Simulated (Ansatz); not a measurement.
# CsCrBr3 in the perovskite structure: Coulomb interactions for a low-energy model

Aim: the screened on-site interactions of Cr in CsCrBr3 in the perovskite structure, for one or more choices of the target bands.

Program: Ansatz 0.2.0. Level of theory: PBE, without spin polarisation; plane waves, no spin–orbit coupling. Results are calculated unless marked as measured.

This account leaves out most program logs.

### 1. Set-up

The structure is cubic, space group Pm-3m (No. 221). The conventional cell has a = 5.406 Å, b = 5.406 Å, c = 5.406 Å, α = 90.00°, β = 90.00°, γ = 90.00°. Nearest to Cs lie 12 Br at 3.82 Å. Nearest to Cr lie 6 Br at 2.70 Å. Br has 2 Cr at 2.70 Å and 4 Cs at 3.82 Å nearest. perovskite prototype, lattice guessed from radii. Farther neighbours and most contacts between anions are not listed.

This cell was built for the study (perovskite prototype, lattice guessed from radii), not taken from an experiment; the compound need not form in this structure.

The cell was relaxed beforehand in Ansatz under PBE with U = 2.27 eV on Cr d, ortho-atomic projectors, from parallel moments.

### 2. The self-consistent run

Constrained RPA removes the screening that the model will treat itself, so the target bands must be set apart from the rest. This run gives the bands on the mesh of the screening.

Contents of input.yaml:

```yaml
crystal:
  lattice:
    - [5.405726293, 0.0, 0.0]
    - [0.0, 5.405726293, 0.0]
    - [0.0, 0.0, 5.405726293]
  atoms:
    - { symbol: Cs, position: [0.5, 0.5, 0.5] }
    - { symbol: Cr, position: [0.0, 0.0, 0.0] }
    - { symbol: Br, position: [0.5, 0.0, 0.0] }
    - { symbol: Br, position: [0.0, 0.5, 0.0] }
    - { symbol: Br, position: [0.0, 0.0, 0.5] }
kpoints:
  mp_grid: { grid: [4, 4, 4] }
hamiltonian:
  xc: pbe
scf:
  occupations: { method: fermi_dirac, width: 0.1 }
  n_extra_bands: 16
output:
  eigenvalues: true
  hubbard:
    sites: [{ species: Cr, l: d }, { species: Br, l: p }]
    band_weights: true
  write_density: true
  write_potential: true
  elf: true
  volumetric_format: npy
magnetization:
  spin_polarized: false
```

Run with:

```
> ansatz run input.yaml --threads 4 --pin off --max-ram 8192MiB --backend cpu --events-out ev --progress --plain --runs-dir out
```

The job ended after 1.4 s (4 threads of Arm Neoverse V1, shared host; peak memory 0.49 GiB).

Groups of bands that stay apart from their neighbours at every point of the mesh, lie near the Fermi energy and have the count of the wanted orbitals are tried as targets; a window chosen by its count alone comes last.

Valence density in the ac plane at fractional y = 0.000, with atoms of Cr and Br within 0.2 Å of it. It is the smooth field of the valence electrons, not physical close to the nuclei.

Values in e/Å³, 15 rows by 15 columns, each cell a mean:
```
14  6  1  0  0  1  1  1  1  1  1  0  0  2 10
 3  1  0  0  0  1  1  1  1  1  0  0  0  1  2
 0  0  0  0  0  0  0  1  1  0  0  0  0  0  0
 0  0  0  0  0  0  0  0  0  0  0  0  0  0  0
 1  1  0  0  0  0  0  0  0  0  0  0  0  0  1
 1  1  1  0  0  0  0  0  0  0  0  0  0  1  1
 1  1  1  0  0  0  0  0  0  0  0  0  1  1  1
 0  1  1  0  0  0  0  0  0  0  0  0  1  1  1
 1  1  1  0  0  0  0  0  0  0  0  0  0  1  1
 1  1  0  0  0  0  0  0  0  0  0  0  0  1  1
 0  0  0  0  0  0  0  0  0  0  0  0  0  0  0
 0  0  0  0  0  0  0  0  0  0  0  0  0  0  0
 1  1  0  0  0  0  1  1  1  1  0  0  0  0  1
 8  3  1  0  0  1  1  1  1  1  1  0  0  1  6
19  8  1  0  0  1  1  0  1  1  1  0  0  3 14
```
Columns run along a (5.4 Å), rows up along c (5.4 Å). Atoms in or near the plane, at fractional coordinates: Cr at (0.00, 0.00), Br at (0.50, 0.00), Br at (0.00, 0.50).

ELF in the ac plane at fractional y = 0.000, with atoms of Cr and Br within 0.2 Å of it. It is the smooth field of the valence electrons, not physical close to the nuclei.

Ten even steps from '0' (0.00) to '9' (0.93), each cell a mean:
```
972168502784148
431158878973124
111136899851111
442113677410134
886300233101578
688720000014897
059851000037982
039861000037970
379840000026885
888510011003688
764201465201356
111125888731111
211148999862112
761168735884137
972178300684149
```
Columns run along a (5.4 Å), rows up along c (5.4 Å). Atoms in or near the plane, at fractional coordinates: Cr at (0.00, 0.00), Br at (0.50, 0.00), Br at (0.00, 0.50).

### 3. Target: d shell, bands v2 to c3 (loose bound)

The whole shell is the model, so no transition inside it screens. The screening is solved for all empty bands at once, to a loose bound.

input.yaml, the sections that differ from step 2:

```yaml
output:
  eigenvalues: true
  crpa:
    kmesh: [4, 4, 4]
    target_bands: [v2, c3]
    projections: [{ species: Cr, l: d }]
    accuracy: low
# crystal, kpoints, hamiltonian, scf, magnetization: as in step 2
```

Run time: 2 min. Hardware: 4 threads; peak memory 0.88 GiB; 7.3 min of CPU time.

On average 85 % of these bands' weight lies on the d shell and 11 % on ligand p.

crpa.toml:

```text
format = "ansatz-crpa/5"
scheme = "band"
gauge = "projected_orbitals"
pair_densities = "all_electron"
channels = "unpolarised"
target_bands = [21, 25] # 1-based inclusive; [v2, c3]
n_wann = 5
kmesh = [4, 4, 4]
coulomb_singularity = "probe_charge" # how the value at q + G = 0 is made
n_bands = 50 # of the sum over states
n_bands_solved = 55 # n_bands and the guard bands above it
multiplets_cut = [{ ik = 26, bands_in_whole_multiplets = 49, multiplet_ends_at = 51 }, { ik = 38, bands_in_whole_multiplets = 49, multiplet_ends_at = 51 }, { ik = 41, bands_in_whole_multiplets = 49, multiplet_ends_at = 51 }, { ik = 42, bands_in_whole_multiplets = 48, multiplet_ends_at = 51 }, { ik = 43, bands_in_whole_multiplets = 49, multiplet_ends_at = 51 }, { ik = 46, bands_in_whole_multiplets = 49, multiplet_ends_at = 51 }, { ik = 58, bands_in_whole_multiplets = 49, multiplet_ends_at = 51 }] # where n_bands ends inside a multiplet, whose members the sum reads at an even weight
ecut_chi_ev = 136.0 # of the sum over states
n_g_chi_min = 552 # of the sum over states
n_g_chi_max = 587 # of the sum over states
occupation_method = "tetrahedron_uncorrected" # the fill of the pass's bands
window_electrons = 4.000000000000004
eps_inv_head = 0.26929669024911806 # over all bands where the run has bounds, under no bound itself
head_ev = 0.5088310958381755 # what the value at q + G = 0 adds to the screened u_ev, u_prime_ev and u_bar_ev
gauge_min_gram_eig = 0.670627610637128
accuracy = "low"
bounded_pairs = "on_site"
relative_bound_asked = 0.05 # of a bounded pair's interaction with itself less a negative term about q + G = 0
relative_bound = 0.046931330019242865 # the widest that a transfer ended at; inf where a lower bound tells none
atom_cut_share = 0.015550474615043969 # the most of relative_bound that the cut of the atoms' weakest response takes off q + G = 0
n_iterations_per_q = [2, 1, 2, 1, 1, 2, 2, 2, 2, 2, 2, 2, 1, 2, 2, 2, 1, 2, 2, 2, 2, 2, 2, 2, 2, 2, 2, 2, 2, 2, 2, 2, 2, 2, 2, 2, 2, 2, 2, 2, 2, 2, 2, 2, 2, 2, 2, 2, 1, 2, 2, 2, 2, 2, 2, 2, 2, 2, 2, 2, 2, 2, 2, 2] # Sternheimer iterations of each transfer, or of the one that it is turned from
solved_q = [0, 1, 2, 5, 6, 10, 21, 22, 26, 42] # counted from 0 in that order: the transfers that were solved themselves
n_responses = 220 # of points of the mesh and spins, over the transfers in solved_q
omitted_band_gap_ev = 12.225751512319516 # the levels above the bands read over the highest of their spin channel that holds electrons, at the least
largest_band_residual_ev = 4.7679089144649665e-6
dielectric_floor = 0.9404606335798983 # under the dielectric matrices' eigenvalues off q + G = 0

[[shells]]
site = 1 # counted from 0, as a deck's `site` is
l = "d"
label = "3D" # of the pseudo-atomic shell
wannier_functions = [1, 2, 3, 4, 5] # counted from 1, as the tensor files' indices are
mr = [1, 2, 3, 4, 5] # each function's real harmonic by wannier90's number, 1 to 2l+1, in the order of wannier_functions

[shells.screened]
u_ev = 3.9918502036337005
u_prime_ev = 3.092911290186889
j_ev = 0.44472592423043195
u_bar_ev = 3.2726990728762515
j_bar_ev = 0.6245137069197942

[shells.screened_half_width]
u_ev = 0.06661362687579578
u_prime_ev = 0.06660998280511485
j_ev = 0.0063087685292009185
u_bar_ev = 0.056390691931685465
j_bar_ev = 0.008864502265228499

[shells.bare]
v_ev = 17.108598548761936
v_prime_ev = 15.935611622343263
j_ev = 0.5696393304562627
v_bar_ev = 16.170209007626998
j_bar_ev = 0.8042367157399973
```

```csv
shell,U (eV),U′ (eV),J (eV),bare U (eV),bare J (eV)
Cr2 d,3.99,3.09,0.44,17.11,0.57
```

### 4. Target: d shell, bands v2 to c3 (sum over bands, screening cutoff 68 eV, 40 empty bands)

The whole shell is the model, so no transition inside it screens. The screening is summed over a limited number of empty bands, which is cheaper and leaves a tail out.

Changes to input.yaml since step 3:

```diff
@@ -24,3 +24,5 @@
     projections: [{ species: Cr, l: d }]
-    accuracy: low
+    accuracy: sum_over_states
+    n_empty_bands: 40
+    ecut_chi: 68
 magnetization:
```

Elapsed: 13 s, on 4 threads; peak memory 0.76 GiB.

On average 85 % of these bands' weight lies on the d shell and 11 % on ligand p.

crpa.toml:

```text
format = "ansatz-crpa/5"
scheme = "band"
gauge = "projected_orbitals"
pair_densities = "all_electron"
channels = "unpolarised"
target_bands = [21, 25] # 1-based inclusive; [v2, c3]
n_wann = 5
kmesh = [4, 4, 4]
coulomb_singularity = "probe_charge" # how the value at q + G = 0 is made
n_bands = 62 # of the sum over states
n_bands_solved = 67 # n_bands and the guard bands above it
multiplets_cut = [{ ik = 0, bands_in_whole_multiplets = 60, multiplet_ends_at = 63 }, { ik = 1, bands_in_whole_multiplets = 61, multiplet_ends_at = 63 }, { ik = 2, bands_in_whole_multiplets = 61, multiplet_ends_at = 63 }, { ik = 3, bands_in_whole_multiplets = 61, multiplet_ends_at = 63 }, { ik = 4, bands_in_whole_multiplets = 61, multiplet_ends_at = 63 }, { ik = 8, bands_in_whole_multiplets = 61, multiplet_ends_at = 63 }, { ik = 12, bands_in_whole_multiplets = 61, multiplet_ends_at = 63 }, { ik = 16, bands_in_whole_multiplets = 61, multiplet_ends_at = 63 }, { ik = 21, bands_in_whole_multiplets = 61, multiplet_ends_at = 63 }, { ik = 23, bands_in_whole_multiplets = 61, multiplet_ends_at = 63 }, { ik = 29, bands_in_whole_multiplets = 61, multiplet_ends_at = 63 }, { ik = 31, bands_in_whole_multiplets = 61, multiplet_ends_at = 63 }, { ik = 32, bands_in_whole_multiplets = 61, multiplet_ends_at = 63 }, { ik = 42, bands_in_whole_multiplets = 61, multiplet_ends_at = 64 }, { ik = 48, bands_in_whole_multiplets = 61, multiplet_ends_at = 63 }, { ik = 53, bands_in_whole_multiplets = 61, multiplet_ends_at = 63 }, { ik = 55, bands_in_whole_multiplets = 61, multiplet_ends_at = 63 }, { ik = 61, bands_in_whole_multiplets = 61, multiplet_ends_at = 63 }, { ik = 63, bands_in_whole_multiplets = 61, multiplet_ends_at = 63 }] # where n_bands ends inside a multiplet, whose members the sum reads at an even weight
ecut_chi_ev = 68.0 # of the sum over states
n_g_chi_min = 192 # of the sum over states
n_g_chi_max = 211 # of the sum over states
occupation_method = "tetrahedron_uncorrected" # the fill of the pass's bands
window_electrons = 3.9999999999999956
eps_inv_head = 0.2724081104908513 # over all bands where the run has bounds, under no bound itself
head_ev = 0.5147100666110791 # what the value at q + G = 0 adds to the screened u_ev, u_prime_ev and u_bar_ev
gauge_min_gram_eig = 0.6706276107339294
accuracy = "sum_over_states" # no bound

[[shells]]
site = 1 # counted from 0, as a deck's `site` is
l = "d"
label = "3D" # of the pseudo-atomic shell
wannier_functions = [1, 2, 3, 4, 5] # counted from 1, as the tensor files' indices are
mr = [1, 2, 3, 4, 5] # each function's real harmonic by wannier90's number, 1 to 2l+1, in the order of wannier_functions

[shells.screened]
u_ev = 4.3216285145414615
u_prime_ev = 3.3247816533411063
j_ev = 0.48822620476626427
u_bar_ev = 3.5241510255811774
j_bar_ev = 0.6875955770063353

[shells.bare]
v_ev = 17.108598548970626
v_prime_ev = 15.935611622598177
j_ev = 0.5696393305322501
v_bar_ev = 16.170209007872664
j_bar_ev = 0.8042367158067398
```

```csv
shell,U (eV),U′ (eV),J (eV),bare U (eV),bare J (eV)
Cr2 d,4.32,3.32,0.49,17.11,0.57
```

### 5. Target: d shell, bands v2 to c3 (loose bound, smooth pair densities)

The whole shell is the model, so no transition inside it screens. The screening is solved for all empty bands at once, to a loose bound. Pair densities without the part inside the atoms miss short-range charge.

Changes to input.yaml since step 4:

```diff
@@ -24,5 +24,4 @@
     projections: [{ species: Cr, l: d }]
-    accuracy: sum_over_states
-    n_empty_bands: 40
-    ecut_chi: 68
+    accuracy: low
+    pair_densities: pseudo
 magnetization:
```

Elapsed: 2 min, on 4 threads; peak memory 0.84 GiB.

On average 85 % of these bands' weight lies on the d shell and 11 % on ligand p.

```csv
shell,U (eV),U′ (eV),J (eV),bare U (eV),bare J (eV)
Cr2 d,4.03,3.09,0.46,17.11,0.57
```

### 6. Target: d shell with ligand p, bands v11 to c3 (loose bound)

With the ligand bands in the model the orbitals are more compact and transitions between ligand and shell no longer screen. The screening is solved for all empty bands at once, to a loose bound.

Changes to input.yaml since step 5:

```diff
@@ -22,6 +22,5 @@
     kmesh: [4, 4, 4]
-    target_bands: [v2, c3]
-    projections: [{ species: Cr, l: d }]
+    target_bands: [v11, c3]
+    projections: [{ species: Cr, l: d }, { species: Br, l: p }]
     accuracy: low
-    pair_densities: pseudo
 magnetization:
```

Elapsed: 6.1 min, on 4 threads; peak memory 1.1 GiB.

On average 35 % of these bands' weight lies on the d shell and 61 % on ligand p.

```
shell  U (eV)  U′ (eV)  J (eV)  bare U (eV)  bare J (eV)
Cr2 d    7.21     6.13    0.54        19.33         0.66
Br3 p    5.28     4.38    0.43        11.87         0.65
Br4 p    5.28     4.38    0.43        11.87         0.65
Br5 p    5.28     4.38    0.43        11.87         0.65
```

### 7. Target: d shell with ligand p, bands v11 to c3 (sum over bands, screening cutoff 68 eV, 40 empty bands)

With the ligand bands in the model the orbitals are more compact and transitions between ligand and shell no longer screen. The screening is summed over a limited number of empty bands, which is cheaper and leaves a tail out.

Changes to input.yaml since step 6:

```diff
@@ -24,3 +24,5 @@
     projections: [{ species: Cr, l: d }, { species: Br, l: p }]
-    accuracy: low
+    accuracy: sum_over_states
+    n_empty_bands: 40
+    ecut_chi: 68
 magnetization:
```

Elapsed: 58 s, on 4 threads; peak memory 0.93 GiB.

On average 35 % of these bands' weight lies on the d shell and 61 % on ligand p.

```csv
shell,U (eV),U′ (eV),J (eV),bare U (eV),bare J (eV)
Cr2 d,7.76,6.61,0.57,19.33,0.66
Br3 p,5.57,4.49,0.52,11.87,0.65
Br4 p,5.57,4.49,0.52,11.87,0.65
Br5 p,5.57,4.49,0.52,11.87,0.65
```

### 8. Target: d shell with ligand p, bands v11 to c3 (loose bound, smooth pair densities)

With the ligand bands in the model the orbitals are more compact and transitions between ligand and shell no longer screen. The screening is solved for all empty bands at once, to a loose bound. Pair densities without the part inside the atoms miss short-range charge.

Changes to input.yaml since step 7:

```diff
@@ -24,5 +24,4 @@
     projections: [{ species: Cr, l: d }, { species: Br, l: p }]
-    accuracy: sum_over_states
-    n_empty_bands: 40
-    ecut_chi: 68
+    accuracy: low
+    pair_densities: pseudo
 magnetization:
```

It took 6.1 min on 4 threads; peak memory 1.1 GiB.

On average 35 % of these bands' weight lies on the d shell and 61 % on ligand p.

```
shell  U (eV)  U′ (eV)  J (eV)  bare U (eV)  bare J (eV)
Cr2 d    7.26     6.13    0.56        19.33         0.66
Br3 p    5.29     4.38    0.44        11.87         0.65
Br4 p    5.29     4.38    0.44        11.87         0.65
Br5 p    5.29     4.38    0.44        11.87         0.65
```

### 9. Target: a window that need not be isolated, bands v3 to c2 (loose bound)

This window is tried by its count of bands; whether the orbitals span it shows in the run. The screening is solved for all empty bands at once, to a loose bound.

Changes to input.yaml since step 8:

```diff
@@ -22,6 +22,5 @@
     kmesh: [4, 4, 4]
-    target_bands: [v11, c3]
-    projections: [{ species: Cr, l: d }, { species: Br, l: p }]
+    target_bands: [v3, c2]
+    projections: [{ species: Cr, l: d }]
     accuracy: low
-    pair_densities: pseudo
 magnetization:
```

The job ended after 2.7 s (4 threads; peak memory 0.59 GiB).

The ground state converged, but the program refused the screening step.

### 10. Side by side

| target | settings | U(Cr) (eV) | J (eV) | U over bare U | CPU time |
| --- | --- | --- | --- | --- | --- |
| d shell | loose bound | 3.99 | 0.44 | 0.23 | 7.3 min |
| d shell | sum over bands, screening cutoff 68 eV, 40 empty bands | 4.32 | 0.49 | 0.25 | 48 s |
| d shell | loose bound, smooth pair densities | 4.03 | 0.46 | 0.24 | 7.2 min |
| d shell with ligand p | loose bound | 7.21 | 0.54 | 0.37 | 23 min |
| d shell with ligand p | sum over bands, screening cutoff 68 eV, 40 empty bands | 7.76 | 0.57 | 0.40 | 3.8 min |
| d shell with ligand p | loose bound, smooth pair densities | 7.26 | 0.56 | 0.38 | 23 min |

### 11. Outcome

| Item | Value |
| --- | --- |
| U(Cr), d shell | 3.99 eV |
| U(Cr), d shell with ligand p | 7.21 eV |
| J(Cr), d shell | 0.445 eV |
| J(Cr), d shell with ligand p | 0.539 eV |

**Reading.** For Cr in CsCrBr3 in the perovskite structure the d shell model has U = 3.99 eV and J = 0.44 eV. In the d shell model screening cuts U from 17.1 to 3.99 eV, while J keeps 78 % of its bare value, since exchange moves no net charge and is hard to screen. U depends on the model: 3.99 eV for d shell and 7.21 eV for d shell with ligand p. A wider target removes more screening and makes the orbitals more compact. The plain sum over bands gives 4.32 eV, +8 % from the bounded value, at 0.11 times its CPU time. The open shell is treated without spin polarisation, as is usual for a model's starting point; a magnetic state would screen otherwise. The values are static and belong to projected orbitals on a coarse mesh, with which they are not converged; they are not the U of linear response. The cell was built from a prototype and relaxed; a distortion that needs a larger cell, or another structure that the compound may prefer, is not captured.

[Logs and program files are shortened in this print: banners, set-up blocks, solver, clock and traceback lines can be left out without a mark of their own.]

[Logs are printed without paths, hosts, clocks, repeated set-up lines and the standing remarks that a program may print on its own settings, such as how far it seeks lower states.]

[Hosts, paths, dates, database ids (printed as entryN), source tags and the programs' standing remarks are cut or masked in the printed files.]

[Where a cell is said to come from a database of computed structures, the database is the Materials Project.]
